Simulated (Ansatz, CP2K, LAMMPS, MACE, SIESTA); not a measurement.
# Amorphous 59Ga2O3-41P2O5 (mol %) (64 atoms): atom by atom

64 atoms (13 Fe, 9 P, 42 O) placed at random at 3.33 g/cm³, melted at 5000 K for 10 ps at fixed volume with the Morse and Coulomb pair potential with partial charges (Pedone, Malavasi, Menziani, Cormack and Segre, J. Phys. Chem. B 110, 11780 (2006)). Quenched from 5000 K to 300 K at 100 K/ps and fixed volume, held 10 ps at zero pressure, then minimised at fixed cell. Then Fe was replaced by Ga and the cell scaled by 1.005 (the potential has no terms for the new elements, so the cell is a start for a DFT relaxation).

Geometry: the geometry as built. Computed with Ansatz 0.2.0: Kohn-Sham DFT, PBE, PAW, plane waves; cutoff 420 eV, Γ point, fermi-dirac smearing of 0.05 eV; density 3.83 g/cm³.

Cell vectors (Å):

```
9.303 0.000 0.000
0.000 9.303 0.000
0.000 0.000 9.303
```

Positions (Å):

```
1 Ga 8.608 3.879 0.439
2 Ga 6.674 8.375 4.030
3 Ga 0.023 4.414 6.728
4 Ga 5.051 1.669 2.125
5 Ga 7.731 2.045 7.168
6 Ga 2.117 2.351 2.149
7 Ga 2.127 2.009 5.663
8 Ga 6.887 5.614 2.749
9 Ga 0.196 3.474 3.912
10 Ga 1.787 6.458 4.568
11 Ga 2.696 8.340 6.899
12 Ga 6.650 5.648 8.341
13 Ga 8.302 7.586 0.780
14 P 3.287 8.935 3.721
15 P 4.979 5.984 5.593
16 P 4.252 4.650 0.979
17 P 5.196 2.914 5.205
18 P 1.412 1.764 8.377
19 P 8.065 1.264 2.089
20 P 8.696 7.552 6.487
21 P 5.627 9.084 8.661
22 P 1.686 6.089 9.274
23 O 3.563 6.578 5.541
24 O 5.230 0.555 0.623
25 O 5.610 6.326 6.913
26 O 0.829 6.845 0.955
27 O 5.895 6.457 4.477
28 O 8.696 7.775 7.990
29 O 7.660 7.374 2.704
30 O 8.260 6.085 6.409
31 O 8.458 0.182 1.112
32 O 0.764 5.105 8.522
33 O 5.052 5.352 2.062
34 O 2.292 6.997 8.213
35 O 5.189 2.675 3.712
36 O 4.415 8.853 7.750
37 O 4.914 4.440 5.444
38 O 2.597 0.076 5.016
39 O 3.902 3.242 1.439
40 O 9.253 1.635 2.962
41 O 6.918 0.724 2.942
42 O 4.770 8.772 4.015
43 O 7.480 2.498 1.389
44 O 6.518 2.518 5.803
45 O 6.651 0.663 7.941
46 O 3.243 0.756 2.707
47 O 1.585 0.573 7.446
48 O 2.915 5.379 0.636
49 O 9.260 2.180 8.551
50 O 6.260 7.765 9.159
51 O 7.799 8.441 5.640
52 O 2.117 2.859 3.973
53 O 4.065 2.146 5.851
54 O 2.044 2.898 7.568
55 O 7.679 3.990 7.871
56 O 0.048 2.553 5.879
57 O 0.764 3.801 1.736
58 O 2.585 7.650 3.317
59 O 1.965 1.547 0.439
60 O 7.636 5.534 0.760
61 O 5.119 4.622 9.046
62 O 7.899 4.359 3.626
63 O 1.015 4.921 5.119
64 O 0.808 7.562 5.882
```

Q: Give the force on every atom.

Columns: atom, fx, fy, fz (forces in eV/Å).

```
1 1.247 -0.552 1.082
2 0.523 -0.581 -0.518
3 0.060 1.130 0.164
4 1.012 -0.447 -0.070
5 -0.364 0.149 0.441
6 -2.087 1.171 -0.785
7 0.596 0.747 0.726
8 0.761 -0.557 0.113
9 -0.595 0.391 -1.440
10 0.006 0.297 0.876
11 0.188 0.086 1.626
12 -0.886 -0.235 0.208
13 -0.253 0.503 0.116
14 1.985 -0.572 1.157
15 1.289 0.048 0.542
16 2.779 1.236 -0.621
17 -0.453 -2.004 0.046
18 0.987 1.351 0.097
19 1.120 -0.013 -0.875
20 -1.021 -1.767 1.898
21 -0.028 0.772 -0.397
22 -1.070 1.238 -2.416
23 -1.391 0.337 0.324
24 -1.016 1.072 1.788
25 -0.103 0.046 0.967
26 -0.202 0.625 1.353
27 0.577 0.525 -1.259
28 0.326 1.411 0.677
29 -0.792 -0.552 0.016
30 -0.752 -2.088 -0.377
31 0.772 -1.486 -1.240
32 -0.483 -1.356 -0.394
33 -0.194 0.741 1.274
34 0.937 0.676 -0.567
35 0.102 0.258 -1.594
36 -1.149 -0.350 -0.782
37 -0.708 0.135 -0.055
38 -1.123 0.624 2.614
39 -0.898 -2.539 0.691
40 1.070 0.009 1.171
41 -2.751 -0.568 1.838
42 1.218 -0.150 0.036
43 -0.927 0.934 -0.868
44 0.826 0.029 0.218
45 1.281 0.996 -1.020
46 0.008 1.484 -2.122
47 0.394 -2.519 -1.676
48 -0.312 -0.053 1.116
49 -2.918 -0.368 -0.108
50 0.911 -1.512 0.280
51 -1.234 1.290 -1.197
52 -0.932 -0.081 -0.034
53 -0.705 -0.072 0.681
54 1.182 0.873 -1.455
55 0.622 -0.416 0.188
56 -0.682 0.886 -0.245
57 0.361 -0.371 0.465
58 -1.268 -1.615 -0.793
59 1.154 -0.867 1.503
60 -0.249 0.727 -0.703
61 0.133 -0.256 -1.276
62 -0.541 0.319 -0.017
63 0.413 -0.035 -0.478
64 3.245 0.867 -0.909
```

The quench rate of 100 K/ps is many orders above laboratory rates, so the cell is likely richer in defects and strain than a real sample. The network of bonds at the start is that of the classical potential that made the cell, and needn't be the one that DFT or experiment would give. Only the Γ point is sampled, in a cell whose shortest periodic width is 9 Å.

The r.m.s. force component is 1.04 eV/Å; the longest force, 3.48 eV/Å, acts on O64.

[Logs are printed without paths, hosts, clocks, repeated set-up lines and the standing remarks that a program may print on its own settings, such as how far it seeks lower states.]

[Hosts, paths, dates, database ids (printed as entryN), source tags and the programs' standing remarks are cut or masked in the printed files.]
